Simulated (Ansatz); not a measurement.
**A hypothetical structure for MgFe2Te4**

Starting from a made-up structure for MgFe2Te4, the aim is the relaxed cell, its shortest contacts and, where a second run follows, its electronic structure.

Program: Ansatz 0.2.0. Level of theory: DFT, PBEsol, plane-wave PAW, files of the set soft_1, scalar-relativistic, ferromagnetic start, cell and ions relaxed at zero pressure; PAW set soft_1, in the first sound run; inputs show where later runs differ. Results are calculated unless marked as measured.

In doubt: warnings of the run leave room for a lower electronic state, so energies may not be the lowest and differences between runs may mislead.

### Step 1. Set-up

It takes space group I-42m (No. 121, tetragonal). Conventional cell: a = 5.847 Å, b = 5.847 Å, c = 12.505 Å, α = 90.00°, β = 90.00°, γ = 90.00°. Nearest to Te lie 2 Fe at 2.63 Å and 1 Mg at 2.79 Å. Nearest to Fe lie 4 Te at 2.63 Å. Mg has 4 Te at 2.79 Å nearest. Farther neighbours and most contacts between anions are not listed.

### Step 2. Relaxing cell and atoms

The guessed cell has no reason to be at equilibrium. It is relaxed with the atoms, within the space group of the guess.

input.yaml

```yaml
crystal:
  lattice:
    - [-2.9235, 2.9235, 6.2525]
    - [2.9235, -2.9235, 6.2525]
    - [2.9235, 2.9235, -6.2525]
  atoms:
    - { symbol: Te, position: [0.5948, 0.5948, 0.4342] }
    - { symbol: Te, position: [0.1606, 0.1606, 0.5658] }
    - { symbol: Te, position: [0.4052, 0.8394, 0.0] }
    - { symbol: Te, position: [0.8394, 0.4052, 0.0] }
    - { symbol: Fe, position: [0.25, 0.75, 0.5], spin: 3.0 }
    - { symbol: Fe, position: [0.75, 0.25, 0.5], spin: 3.0 }
    - { symbol: Mg, position: [0.0, 0.0, 0.0] }
magnetization:
  spin_polarized: true
kpoints:
  mp_grid: { grid: [7, 7, 7] }
scf:
  occupations: { method: fermi_dirac, width: 0.05 }
hamiltonian:
  xc: pbesol
  pseudopotentials: { kind: paw, azcp: { folder: soft_1 }, xc_functional: pbe }
relax:
  f_tol: 0.015
  max_steps: 70
  cell: {}
output:
  forces: true
  stress: true
```

Started as:

```
ansatz run input.yaml --threads 4 --pin off --max-ram 10240MiB --backend cpu --events-out ev --progress --plain --runs-dir out
```

Numbers of over 12 decimals in the logs are rounded to 6 here.

The program printed:

```text
Engine: ansatz 0.2.0, x86_64-unknown-linux-gnu
Pseudopotentials: kind: paw
Pseudopotential: Te, paw, valence charge 16, recommended cutoff 420 eV (normal), soft_1/Te.paw.azcp
Pseudopotential: Fe, paw, valence charge 16, recommended cutoff 420 eV (normal), soft_1/Fe.paw.azcp
Pseudopotential: Mg, paw, valence charge 10, recommended cutoff 420 eV (normal), soft_1/Mg.paw.azcp
Functional definition: PBEsol
  exchange = pbesol_x
  correlation = pbesol_c
Crystal: 7 atoms, lattice volume = 213.757 Å³
Basis set: ecut = 420 eV, 4157 PW (Γ), exchange–correlation on 108×108×108 points (8 copies of the dense FFT grid, shifted against one another)
Bands: 68, of which v1, the nominal top of the filled ones, is band 53 counted from 1 (52 counted from 0)
Symmetry: 8 space group operations
Space group: I-42m (ITA 121), of the structure as read, at distance tolerance 6.0e-5 Å
Magnetic group: BNS 121.327 (UNI 987), of the structure as read, at distance tolerance 6.0e-5 Å
k-points: 40 of 343 (time reversal used)
Non-local potential: Te, projectors of the file, l = 0: 2, l = 1: 2, l = 2: 2, l = 3: 1
Non-local potential: Fe, projectors of the file, l = 0: 3, l = 1: 2, l = 2: 3, l = 3: 1
Non-local potential: Mg, projectors of the file, l = 0: 3, l = 1: 2, l = 2: 1
PAW form: soft (Blöchl's): semilocal exchange-correlation on the pseudo side does not see the compensation charge
PAW frozen core: Te, regenerated for the run's functional, and the local potential with it (the file was generated under x = pbe(κ = 0.804, μ = 0.219515), c = pbe(β = 0.066725))
PAW frozen core: Fe, regenerated for the run's functional, and the local potential with it (the file was generated under x = pbe(κ = 0.804, μ = 0.219515), c = pbe(β = 0.066725))
PAW frozen core: Mg, regenerated for the run's functional, and the local potential with it (the file was generated under x = pbe(κ = 0.804, μ = 0.219515), c = pbe(β = 0.066725))
PAW one-centre angular grid: Te, 590 points (default); XC on 64 Gauss nodes
PAW one-centre angular grid: Fe, 590 points (default); XC on 64 Gauss nodes
PAW one-centre angular grid: Mg, 110 points (default); XC on 64 Gauss nodes
Initial density: superposition of atomic densities (chi_scale 0.1, normalization cell, long waves kept (reshape's long-wave potential 0.03 eV rms))
Starting moments: Σ|m| = 6 μB on 2 of 7 sites
Initial wavefunctions: pseudopotential atomic-orbital guess
Functional: x = pbesol(κ = 0.804, μ = 0.123457), c = pbesol(β = 0.046)
iter 1 solved again at ethr=1.13e-3 eV; its pass at ethr=3.10e-3 eV (dr2=1.20e0 eV) is discarded
SCF iter   1: F=—  HF=-38414.895535 eV  |F-HF|=—  |Δ(HF+E_count)|=         —  Δρ=2.57e-2 (↑1.14e-2 ↓2.57e-2)  dr2=1.22e0  dr2_m=4.45e-1  M=7.144 μB ∫|m|=7.157 μB  β_m=0.30  ethr=1.13e-3  ⟨swp⟩=2.9  Hψ=29178  notcnv=0
Mixer restart at iter 1: flushing history
preconditioner: auto → Kerker (q_TF=auto, 2.427 Å⁻¹)  [metal: Δε(μ)=0.001 eV  Ē_g=7.512 eV  σ=0.050 eV  W_gap=0.00  n_scr=44 (ndim 8)  ℏωp=16.5 eV  f_vac=0.014  D(μ)=11.81/eV (n_scr^D=106)]
spin=Collinear: Kerker preconditioning applied to the charge; magnetization (m = ρ↑ − ρ↓) channel mixes plain (no charge-response kernel on spin).
SCF iter   2: F=—  HF=-38414.810386 eV  |F-HF|=—  |Δ(HF+E_count)|=   8.51e-2  Δρ=1.44e-2 (↑1.24e-2 ↓1.44e-2)  dr2=4.89e-1  dr2_m=2.43e-1  M=7.137 μB ∫|m|=7.150 μB  β_m=0.53  ethr=1.13e-3  ⟨swp⟩=2.0  Hψ=6906  notcnv=0
SCF iter   3: F=—  HF=-38415.332588 eV  |F-HF|=—  |Δ(HF+E_count)|=   5.22e-1  Δρ=6.10e-3 (↑4.54e-3 ↓6.10e-3)  dr2=1.79e-1  dr2_m=2.48e-2  M=7.179 μB ∫|m|=7.201 μB  β_m=0.65  ethr=4.61e-4  ⟨swp⟩=3.4  Hψ=10414  notcnv=0  defer=267
SCF iter   4: F=—  HF=-38415.443896 eV  |F-HF|=—  |Δ(HF+E_count)|=         —  Δρ=5.70e-3 (↑1.81e-3 ↓5.70e-3)  dr2=2.16e-1  dr2_m=8.70e-3  M=7.057 μB ∫|m|=7.093 μB  β_m=0.65  ethr=1.69e-4  ⟨swp⟩=2.5  Hψ=7246  notcnv=0  defer=345
Mixer restart at iter 4: flushing history
SCF iter   5: F=—  HF=-38415.454303 eV  |F-HF|=—  |Δ(HF+E_count)|=   1.04e-2  Δρ=3.24e-3 (↑3.24e-3 ↓2.80e-3)  dr2=4.97e-2  dr2_m=3.26e-4  M=7.168 μB ∫|m|=7.207 μB  β_m=0.57  ethr=1.69e-4  ⟨swp⟩=3.0  Hψ=10814  notcnv=0  defer=345
SCF iter   6: F=—  HF=-38415.441677 eV  |F-HF|=—  |Δ(HF+E_count)|=   1.26e-2  Δρ=1.56e-3 (↑9.52e-4 ↓1.56e-3)  dr2=3.36e-2  dr2_m=2.78e-4  M=7.123 μB ∫|m|=7.163 μB  β_m=0.60  ethr=4.68e-5  ⟨swp⟩=2.0  Hψ=11173  notcnv=0  defer=343
SCF iter   7: F=—  HF=-38415.438525 eV  |F-HF|=—  |Δ(HF+E_count)|=   3.15e-3  Δρ=9.38e-4 (↑5.58e-4 ↓9.38e-4)  dr2=5.02e-3  dr2_m=5.03e-4  M=7.191 μB ∫|m|=7.230 μB  β_m=0.72  ethr=3.17e-5  ⟨swp⟩=2.0  Hψ=6159  notcnv=0  defer=343
SCF iter   8: F=—  HF=-38415.439700 eV  |F-HF|=—  |Δ(HF+E_count)|=   1.18e-3  Δρ=1.21e-3 (↑2.39e-4 ↓1.21e-3)  dr2=6.85e-3  dr2_m=7.08e-4  M=7.186 μB ∫|m|=7.225 μB  β_m=0.68  ethr=4.73e-6  ⟨swp⟩=2.3  Hψ=7960  notcnv=0  defer=343
SCF iter   9: F=—  HF=-38415.439248 eV  |F-HF|=—  |Δ(HF+E_count)|=   4.52e-4  Δρ=3.42e-4 (↑1.06e-4 ↓3.42e-4)  dr2=5.49e-4  dr2_m=6.81e-5  M=7.216 μB ∫|m|=7.254 μB  β_m=0.84  ethr=4.73e-6  ⟨swp⟩=1.7  Hψ=5636  notcnv=0  defer=342
SCF iter  10: F=—  HF=-38415.439287 eV  |F-HF|=—  |Δ(HF+E_count)|=   3.96e-5  Δρ=1.54e-4 (↑2.58e-5 ↓1.54e-4)  dr2=8.13e-5  dr2_m=1.26e-5  M=7.221 μB ∫|m|=7.260 μB  β_m=0.92  ethr=5.18e-7  ⟨swp⟩=2.0  Hψ=6327  notcnv=0  defer=342
SCF iter  11: F=—  HF=-38415.439289 eV  |F-HF|=—  |Δ(HF+E_count)|=   1.50e-6  Δρ=3.94e-5 (↑8.36e-6 ↓3.94e-5)  dr2=3.85e-6  dr2_m=9.09e-7  M=7.225 μB ∫|m|=7.263 μB  β_m=0.96  ethr=7.67e-8  ⟨swp⟩=2.0  Hψ=6595  notcnv=0  defer=342
SCF iter  12: F=—  HF=-38415.439290 eV  |F-HF|=—  |Δ(HF+E_count)|=   1.18e-6  Δρ=2.14e-5 (↑4.93e-6 ↓2.14e-5)  dr2=9.09e-7  dr2_m=2.91e-7  M=7.225 μB ∫|m|=7.263 μB  β_m=0.98  ethr=3.64e-9  ⟨swp⟩=2.0  Hψ=6668  notcnv=0  defer=342
SCF iter  13: F=—  HF=-38415.439290 eV  |F-HF|=—  |Δ(HF+E_count)|=   1.99e-7  Δρ=1.03e-5 (↑2.05e-6 ↓1.03e-5)  dr2=2.05e-7  dr2_m=5.70e-8  M=7.225 μB ∫|m|=7.263 μB  β_m=0.99  ethr=8.58e-10  ⟨swp⟩=2.0  Hψ=8999  notcnv=0  defer=342
SCF iter  14: F=—  HF=-38415.439290 eV  |F-HF|=—  |Δ(HF+E_count)|=   4.89e-8  Δρ=2.53e-6 (↑1.36e-6 ↓2.53e-6)  dr2=1.41e-8  dr2_m=2.77e-9  M=7.225 μB ∫|m|=7.263 μB  β_m=0.96  ethr=1.93e-10  ⟨swp⟩=2.1  Hψ=9600  notcnv=0  defer=342
SCF iter  15: F=-38415.439290 eV  HF=-38415.439290 eV  |F-HF|=9.97e-10  |Δ(HF+E_count)|=   7.02e-9  Δρ=1.39e-6 (↑5.52e-7 ↓1.39e-6)  dr2=2.78e-9  dr2_m=1.04e-9  M=7.225 μB ∫|m|=7.264 μB  ethr=1.33e-11  ⟨swp⟩=1.1  Hψ=15507  notcnv=0
SCF 1 converged in 15 iterations: F = -38415.439290 eV  dr2 = 2.78e-9
[...]
iter 1 solved again at ethr=7.35e-7 eV; its pass at ethr=3.10e-3 eV (dr2=7.79e-4 eV) is discarded
SCF iter   1: F=—  HF=-38415.753266 eV  |F-HF|=—  |Δ(HF+E_count)|=         —  Δρ=2.21e-4 (↑7.25e-5 ↓2.21e-4)  dr2=1.02e-4  dr2_m=1.87e-5  M=5.835 μB ∫|m|=5.974 μB  β_m=0.65  ethr=7.35e-7  ⟨swp⟩=3.8  Hψ=37895  notcnv=0
preconditioner: auto → Kerker (q_TF=auto, 1.991 Å⁻¹)  [metal: Δε(μ)=0.002 eV  Ē_g=7.965 eV  σ=0.050 eV  W_gap=0.01  n_scr=22 (ndim 8)  ℏωp=17.3 eV  f_vac=0.024  D(μ)=8.80/eV (n_scr^D=68)]
spin=Collinear: Kerker preconditioning applied to the charge; magnetization (m = ρ↑ − ρ↓) channel mixes plain (no charge-response kernel on spin).
SCF iter   2: F=—  HF=-38415.753251 eV  |F-HF|=—  |Δ(HF+E_count)|=   1.54e-5  Δρ=7.79e-5 (↑7.79e-5 ↓6.73e-5)  dr2=3.59e-6  dr2_m=7.70e-6  M=5.836 μB ∫|m|=5.975 μB  β_m=0.61  ethr=9.65e-8  ⟨swp⟩=2.0  Hψ=6508  notcnv=0
SCF iter   3: F=—  HF=-38415.753258 eV  |F-HF|=—  |Δ(HF+E_count)|=   7.04e-6  Δρ=4.73e-5 (↑4.73e-5 ↓1.43e-5)  dr2=2.47e-6  dr2_m=1.17e-6  M=5.834 μB ∫|m|=5.973 μB  β_m=0.52  ethr=3.38e-9  ⟨swp⟩=2.3  Hψ=9888  notcnv=0
SCF iter   4: F=—  HF=-38415.753256 eV  |F-HF|=—  |Δ(HF+E_count)|=   1.55e-6  Δρ=2.73e-5 (↑6.75e-6 ↓2.73e-5)  dr2=1.32e-6  dr2_m=4.05e-7  M=5.833 μB ∫|m|=5.973 μB  β_m=0.76  ethr=2.33e-9  ⟨swp⟩=2.0  Hψ=9811  notcnv=0
SCF iter   5: F=—  HF=-38415.753262 eV  |F-HF|=—  |Δ(HF+E_count)|=   6.05e-6  Δρ=3.40e-5 (↑1.59e-5 ↓3.40e-5)  dr2=1.52e-6  dr2_m=1.04e-6  M=5.832 μB ∫|m|=5.972 μB  β_m=0.65  ethr=1.25e-9  ⟨swp⟩=2.4  Hψ=9318  notcnv=0
SCF iter   6: F=—  HF=-38415.753268 eV  |F-HF|=—  |Δ(HF+E_count)|=   5.09e-6  Δρ=1.52e-5 (↑1.14e-5 ↓1.52e-5)  dr2=1.75e-7  dr2_m=2.83e-7  M=5.831 μB ∫|m|=5.970 μB  β_m=0.64  ethr=1.25e-9  ⟨swp⟩=2.5  Hψ=8800  notcnv=0
SCF iter   7: F=—  HF=-38415.753271 eV  |F-HF|=—  |Δ(HF+E_count)|=   3.16e-6  Δρ=3.52e-6 (↑1.59e-6 ↓3.52e-6)  dr2=1.61e-8  dr2_m=5.10e-9  M=5.828 μB ∫|m|=5.968 μB  β_m=0.96  ethr=1.66e-10  ⟨swp⟩=3.0  Hψ=11245  notcnv=0
SCF iter   8: F=—  HF=-38415.753271 eV  |F-HF|=—  |Δ(HF+E_count)|=   3.19e-7  Δρ=3.10e-6 (↑4.49e-7 ↓3.10e-6)  dr2=1.34e-8  dr2_m=5.05e-9  M=5.828 μB ∫|m|=5.968 μB  β_m=0.98  ethr=1.52e-11  ⟨swp⟩=3.0  Hψ=10991  notcnv=0
SCF iter   9: F=—  HF=-38415.753271 eV  |F-HF|=—  |Δ(HF+E_count)|=   3.84e-8  Δρ=5.85e-7 (↑1.92e-7 ↓5.85e-7)  dr2=4.40e-10  dr2_m=1.50e-10  M=5.828 μB ∫|m|=5.968 μB  β_m=0.99  ethr=1.27e-11  ⟨swp⟩=3.0  Hψ=11012  notcnv=0
SCF iter  10: F=—  HF=-38415.753271 eV  |F-HF|=—  |Δ(HF+E_count)|=  8.95e-10  Δρ=7.65e-7 (↑1.04e-7 ↓7.65e-7)  dr2=1.39e-9  dr2_m=3.00e-10  M=5.827 μB ∫|m|=5.967 μB  β_m=0.99  ethr=1.00e-12  ⟨swp⟩=2.6  Hψ=10389  notcnv=0
SCF iter  11: F=—  HF=-38415.753271 eV  |F-HF|=—  |Δ(HF+E_count)|=   1.30e-9  Δρ=6.16e-8 (↑6.11e-8 ↓6.16e-8)  dr2=3.31e-11  dr2_m=2.29e-13  M=5.828 μB ∫|m|=5.968 μB  β_m=0.94  ethr=1.00e-12  ⟨swp⟩=2.6  Hψ=9158  notcnv=0
SCF iter  12: F=—  HF=-38415.753271 eV  |F-HF|=—  |Δ(HF+E_count)|=  2.91e-11  Δρ=7.88e-8 (↑2.79e-8 ↓7.88e-8)  dr2=1.10e-11  dr2_m=4.74e-12  M=5.828 μB ∫|m|=5.968 μB  β_m=0.88  ethr=1.00e-12  ⟨swp⟩=1.0  Hψ=5440  notcnv=0
SCF iter  13: F=-38415.753271 eV  HF=-38415.753271 eV  |F-HF|=0.00e0  |Δ(HF+E_count)|=  2.18e-11  Δρ=4.14e-9 (↑4.14e-9 ↓2.67e-9)  dr2=9.97e-14  dr2_m=3.74e-15  M=5.828 μB ∫|m|=5.968 μB  ethr=1.00e-12  ⟨swp⟩=3.0  Hψ=16880  notcnv=0
SCF 8 converged in 13 iterations: F = -38415.753271 eV  dr2 = 9.97e-14
relax step   8: F+E_penalty+E_count = -38415.75327108 eV  Δ(F+E_penalty+E_count) = +4.438e-3 eV  max|allowed force component| = 3.605e-3 eV/Å  Δτ_max = 0.0000 Å  P = -0.008 GPa  Ω = 192.654 Å³  stress off target by 9.18e-3 GPa  SCF on the basis re-selected at this cell (its energy is not comparable with the rows above)  (13 SCF iters)
basis re-selected at this cell: Δ(F+E_penalty+E_count) = +4.438e-3 eV, ΔP = -0.005 GPa vs the last step (what re-selecting the basis moved, of the pressure what is left beyond the Pulay correction that the steps carried, after the strain that the cell walked since its last selection, with what the two solves' SCF thresholds leave and, on support functions, any second-order correction that the steps lacked; it is no measure of the basis error at this ecutwfc). The dense FFT grid was sized anew with the basis: this SCF ran on 48×48×48 points, the steps before it on 54×54×54, so part of this shift can come from that change (see relax.cell in the input reference). [rest of the remark cut]
WARN: an SCF from antiferromagnetic starting moments (0.00, 0.00, 0.00, 0.00, -3.00, 3.00, 0.00 Bohr magnetons, atom by atom) was not made, by what the run has read of turns of its moments that order reads lower: the deck asks for what bars it, or types moments that do (magnetization.spin_polarized, in the input reference, names some of the keys), or the run goes by scf.lower_state_search: light, the default, which as a rule tries one only behind a close that has lost an order of both signs, or on which an open d or half-filled 4f shell of a PAW file has lost a moment that was set nearer to Hund's than to what is left; [rest of the remark cut]
SCF converged after 13 iterations
Magnetization: 5.8275 μB (55.9138 up, 50.0862 down)
Absolute magnetization: 5.9737 μB (∫|ρ↑−ρ↓|, with the PAW one-centre terms)
Spin contamination: 0.2603 ħ² per cell (⟨S²⟩ above its minimum at these occupations)
Per-site moments (μB) at R_I (Å): [(0.011583, 1.031000), (0.011583, 1.031000), (0.011583, 1.031000), (0.011583, 1.031000), (2.528393, 1.031000), (2.528393, 1.031000), (0.052196, 1.160506)]
Free energy (F): -38415.753271 eV
Harris-Foulkes:  -38415.753271 eV  (|F-HF|=0.00e0)
Internal energy: -38415.679334 eV  (E = F + TS)
E sigma→0 (E₀):  -38415.716303 eV
Entropy (-TS):   -0.073937 eV (-10.562 meV/atom)
Fermi energy:    8.405213 eV
--- Per-component energies (eV) ---
  E_band       = -2136.586813
  E_kinetic    = 1418.449700
  E_local      = -15271.163232  (includes V_loc(G=0)·N_el)
  E_nonlocal   = 1063.692947
  E_hartree    = 6832.109327
  E_xc         = -727.193743
  E_vxc        = -718.837969  (∫ρ·V_xc dr)
  E_paw        = -21375.788171  (= ΣΔE_a)
  E_vpaw       = -2292.945256  (= ΣTr[D̂ρ^β])
  E_aug_tail   = -0.001692  (compensation charges beyond the density's cutoff)
  E_ewald      = -10357.700983
  E_core_change = 1.916511  (= ΣΔE_core)
  E_smearing   = -0.073937  (= −TS)
  E_closure    = -0.000000  (closes the sum)
  Σ components = -38415.753271   (vs F -38415.753271, Δ=0.00e0)
--- Forces (eV/Å), atoms counted from 1 ---
  atom   1  Te    -0.00084687    -0.00084687     0.00360520
  atom   2  Te     0.00084687     0.00084687     0.00360520
  atom   3  Te    -0.00084687     0.00084687    -0.00360520
  atom   4  Te     0.00084687    -0.00084687    -0.00360520
  atom   5  Fe    -0.00000000     0.00000000     0.00000000
  atom   6  Fe    -0.00000000    -0.00000000     0.00000000
  atom   7  Mg     0.00000000     0.00000000     0.00000000
  max |Σ_I F_I| component: 2.69e-17 eV/Å
--- Stress (GPa, compression-positive) ---
       -0.008071      -0.000000       0.000000
       -0.000000      -0.008071      -0.000000
        0.000000      -0.000000      -0.009183
  P = ⅓ Tr σ = -0.0084 GPa (-0.084 kbar)
--- Relaxed structure (7 steps of the walk, 7 accepted, 1 SCFs on fresh bases) ---
  F+E_penalty+E_count = -38415.75327108 eV   max|allowed force component| = 3.605e-3 eV/Å   (the final SCF, on the basis selected at the relaxed cell)
  cell:  # Å, volume = 192.6540 Å³
    - [-2.928032, 2.928032, 5.617805]
    - [2.928032, -2.928032, 5.617805]
    - [2.928032, 2.928032, -5.617805]
  atoms:
    - { symbol: Te, position: [0.579824, 0.579824, 0.417883] }
    - { symbol: Te, position: [0.161940, 0.161940, 0.582117] }
    - { symbol: Te, position: [0.420176, 0.838060, 0.0] }
    - { symbol: Te, position: [0.838060, 0.420176, 0.0] }
    - { symbol: Fe, position: [0.250000, 0.750000, 0.500000] }
    - { symbol: Fe, position: [0.750000, 0.250000, 0.500000] }
    - { symbol: Mg, position: [0, 1.6472457556122442e-19, 0] }
```

Wall time 3.6 min (4 threads of Intel Xeon Platinum 8488C (Sapphire Rapids), shared host); peak memory 1.3 GiB.

Relaxation path:

| step | energy less that of the first step (eV) | largest force component (eV/Å) | pressure (GPa) | volume (Å³) |
| --- | --- | --- | --- | --- |
| 1 | 0.0000 | 0.6256 | -3.07 | 213.76 |
| 2 | -0.2884 | 0.1109 | 0.31 | 194.74 |
| 3 | -0.2985 | 0.0221 | 0.03 | 195.88 |
| 4 | -0.3019 | 0.0323 | -0.01 | 195.37 |
| 5 | -0.3161 | 0.0457 | -0.31 | 194.16 |
| 6 | -0.3182 | 0.0214 | -0.04 | 192.43 |
| 7 | -0.3184 | 0.0035 | 0.00 | 192.65 |
| 8* | -0.3140 | 0.0036 | -0.01 | 192.65 |

Relaxation steps marked * repeat the geometry before them on a plane-wave basis chosen anew for their cell, so energy and pressure can jump there.

Forces are held to the 8 operations that the run works with; a distortion that breaks them can't arise in this run.

| conventional cell, symmetrised | before | after | change |
| --- | --- | --- | --- |
| a (Å) | 5.847 | 5.856 | +0.2 % |
| b (Å) | 5.847 | 5.856 | +0.2 % |
| c (Å) | 12.505 | 11.236 | -10.2 % |
| volume (Å³/atom) | 30.54 | 27.52 | -9.9 % |

The atoms that moved most (Å, as changes of fractional coordinates times the final cell):

| atom | dx | dy | dz | length |
| --- | --- | --- | --- | --- |
| Te1 | -0.048 | -0.048 | -0.077 | 0.102 |
| Te2 | 0.048 | 0.048 | -0.077 | 0.102 |
| Te3 | -0.048 | 0.048 | 0.077 | 0.102 |
| Te4 | 0.048 | -0.048 | 0.077 | 0.102 |

This step gave:

```yaml
free_energy: -38415.7533 eV
energy_at_zero_smearing: -38415.7163 eV
smearing_term_ts: 0.07394 eV
fermi_energy: 8.405 eV
magnetization: 5.828 μB
absolute_magnetization: 5.974 μB
site_moments: 0.01158, 0.01158, 0.01158, 0.01158, 2.528, 2.528, 0.05220 μB
electrons: 106
symmetry_operations: 8
pressure: -0.008441 GPa
```

Site moment by atom:

| atom | site moment (μB) |
| --- | --- |
| Te1 | 0.01 |
| Te2 | 0.01 |
| Te3 | 0.01 |
| Te4 | 0.01 |
| Fe5 | 2.53 |
| Fe6 | 2.53 |
| Mg7 | 0.05 |

The shortest distance of each pair, which need not be the same contact before and after:

| pair | guess (Å) | relaxed (Å) |
| --- | --- | --- |
| Fe–Te | 2.626 | 2.499 |
| Mg–Te | 2.795 | 2.813 |
| Te–Te | 3.590 | 3.461 |
| Fe–Mg | 4.280 | 4.057 |
| Fe–Fe | 4.134 | 4.141 |

The relaxation ends with a largest force component of 0.0036 eV/Å and a pressure of -0.01 GPa.

(Continued in part 2 of 2.)

[Logs are printed without paths, hosts, clocks, repeated set-up lines and the standing remarks that a program may print on its own settings, such as how far it seeks lower states.]

[Hosts, paths, dates, database ids (printed as entryN), source tags and the programs' standing remarks are cut or masked in the printed files.]
